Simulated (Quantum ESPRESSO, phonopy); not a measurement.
# LiF (Fm-3m): phonons against volume, part 3 of 3

Which modes of LiF drive its thermal expansion?

Measurements to reproduce:
- volume expansion coefficient 99.6 1e-6/K and heat capacity C_P per formula unit 42 J/mol/K near room temperature (given in “High-Throughput Prediction of Finite-Temperature Properties using the Quasi-Harmonic Approximation”, 2016, arXiv:1603.06924)
- volume expansion coefficient 106.5 1e-6/K near room temperature (given in “Descriptors for thermal expansion in solids”, 2017, arXiv:1701.03966)

Quantum ESPRESSO 7.5; DFT LDA, scalar-relativistic, plane waves, GBRV ultrasoft pseudopotentials.

So far. Step 28 (Lattice dynamics at this volume, V/V0 1.05): The time given is that of the 2 pw.x runs on displaced cells behind this step.

### Step 29. Mode Grüneisen parameters

This step: DFT LDA, scalar-relativistic, plane waves, GBRV ultrasoft pseudopotentials (phonopy 4.10.0).

Numbers from this step:

```yaml
share_of_modes_with_a_negative_grueneisen_parameter: 0
```

Mean Grüneisen, by row:

```
T (K)  heat-capacity-weighted mean  root mean square
   50                         1.56             1.673
  100                        1.652              1.74
  200                        1.681             1.765
  300                         1.67             1.755
  500                        1.657             1.744
  800                        1.651             1.739
```

Table of mean mode Grueneisen parameter by wavenumber:

```
wavenumber (cm⁻¹)  mean mode Grueneisen parameter
               11                               -
               33                            1.46
               56                             1.6
               78                            1.56
              100                            1.52
              123                            1.61
              145                            1.63
              167                             1.5
              190                            1.51
              212                            1.55
              234                             1.6
              256                            1.36
              279                            1.36
              301                            1.34
              323                            2.01
              346                            2.04
              368                            2.06
              390                            1.79
              412                            1.82
              435                            1.61
              457                            1.33
              479                            1.21
              502                            1.11
              524                            1.06
              546                            1.01
              568                           0.963
              591                           0.938
              613                            0.92
              635                           0.912
              658                           0.919
```

Volume series, by row:

```
 V/V0  V (Å³/atom)  pressure (GPa)  E - E0 (meV/atom)  gap (eV)  zero-point energy (meV/atom)  lowest on the path (cm⁻¹)  highest at Gamma without the LO-TO term (cm⁻¹)
 0.97        7.259           2.814              1.949     9.951                         68.03                          0                                             371
0.985        7.371           1.347              0.483     9.793                         66.44                          0                                           357.3
    1        7.483           -0.01                  0      9.64                         64.84                          0                                           343.6
1.015        7.595          -1.262              0.435     9.493                         63.32                          0                                           330.3
 1.03        7.708           -2.42              1.664      9.35                         61.85                          0                                           317.3
 1.05        7.857          -3.829              4.576     9.168                         59.91                          0                                           300.3
```

Table of optical frequency at Gamma without the LO-TO term, mode 4 by V/V0:

```
  V/V0  optical frequency at Gamma without the LO-TO term, mode 4 (cm⁻¹)
0.9700                                                               371
0.9850                                                               357
1.0000                                                               344
1.0150                                                               330
1.0300                                                               317
1.0500                                                               300
```

Grüneisen at points, by row:

```
point  branch  frequency (cm⁻¹)  mode Grüneisen parameter
    Γ       4             343.6                      2.62
    Γ       6             668.8                      0.93
    X       1             257.6                      0.61
    X       3             370.1                      2.54
    X       5             379.8                      1.83
    X       6             469.5                      1.12
    U       1               256                      1.19
    U       2             324.9                      1.32
    U       3             354.5                      2.37
    U       4             356.1                      1.51
    U       5             442.4                      1.52
    U       6             447.4                      1.43
    K       1               256                      1.19
    K       2             324.9                      1.32
    K       3             354.5                      2.37
    K       4             356.1                      1.51
    K       5             442.4                      1.52
    K       6             447.4                      1.43
    L       1             233.8                      2.09
    L       3             324.8                      2.22
    L       5             399.9                      1.21
    L       6             625.7                      0.91
    W       1             287.8                      1.66
    W       2             334.6                      1.23
    W       4             397.1                      1.63
    W       5             424.6                      1.73
```

### Step 30. Quasi-harmonic fit by phonopy

The energy (each curve on its own zero) by volume; values in meV/atom:

```
volume (Å³/atom)  static  F at 0 K  F at 300 K  F at 900 K
           7.259    1.95      5.92        7.91        16.9
           7.371    0.48      2.86        4.12        9.67
           7.483       0      0.78        1.25        3.23
           7.595    0.44     -0.31       -0.63       -2.16
           7.708    1.66     -0.55       -1.68       -6.75
           7.857    4.58      0.42       -1.86       -11.8
```

Phonopy-qha, vinet fit of F(V) at each temperature; no electronic free energy. Qha vinet, by row:

```
T (K)  fitted volume (Å³/atom)  alpha_V (1e-6/K)  B_T (GPa)  C_P (J/mol-atom/K)  Grueneisen
   75                    7.684             15.22      81.53               3.191       1.787
  100                    7.688             29.22      81.11               6.258       1.743
  125                    7.695             43.76      80.49               9.366       1.747
  150                    7.705             56.84      79.73               12.12       1.753
  175                    7.717             67.98      78.88               14.45       1.757
  200                    7.731             77.32      77.96               16.37       1.759
  225                    7.747             85.19      76.99               17.96       1.761
  250                    7.764             91.93      75.99               19.27       1.763
```

Table of volume expansion coefficient, phonopy-qha, Vinet by temperature:

```
temperature (K)  volume expansion coefficient, phonopy-qha, Vinet (1e-6/K)
           75.0                                                       15.2
          100.0                                                       29.2
          125.0                                                       43.8
          150.0                                                       56.8
          175.0                                                       68.0
          200.0                                                       77.3
          225.0                                                       85.2
          250.0                                                       91.9
```

### Step 31. Summary of results

```yaml
mean_mode_grueneisen_parameter_at_300_k: 1.67
```

**Reading.** The q-mesh is coarse, and the expansion can converge slowly with it. The table stops at 250 K because beyond it the fitted volume comes within 1 % of the largest computed cell, where the fit loses its support. The heat-capacity-weighted Grüneisen parameter goes from 1.56 at 50 K to 1.65 at 800 K. Weighting γ by the density of states and each mode's heat capacity at 300 K, modes below 230 cm⁻¹ give about 13 % of the sum of γC that drives the expansion, those up to 450 cm⁻¹ 79 % and the rest 7 %. Among the labelled points γ is largest for branch 4 at Γ (344 cm⁻¹, 2.6) and smallest for branch 1 at X (258 cm⁻¹, 0.61). The supercell is small: only its own wavevectors are exact, and branches between them are interpolated and can be misplaced.

[Logs are printed without paths, hosts, clocks, repeated set-up lines and the standing remarks that a program may print on its own settings, such as how far it seeks lower states.]

[Hosts, paths, dates, database ids (printed as entryN), source tags and the programs' standing remarks are cut or masked in the printed files.]

[A step with changed settings may run another functional than the one named; its input shows which.]

[Of the runs on displaced cells, only some may be shown.]
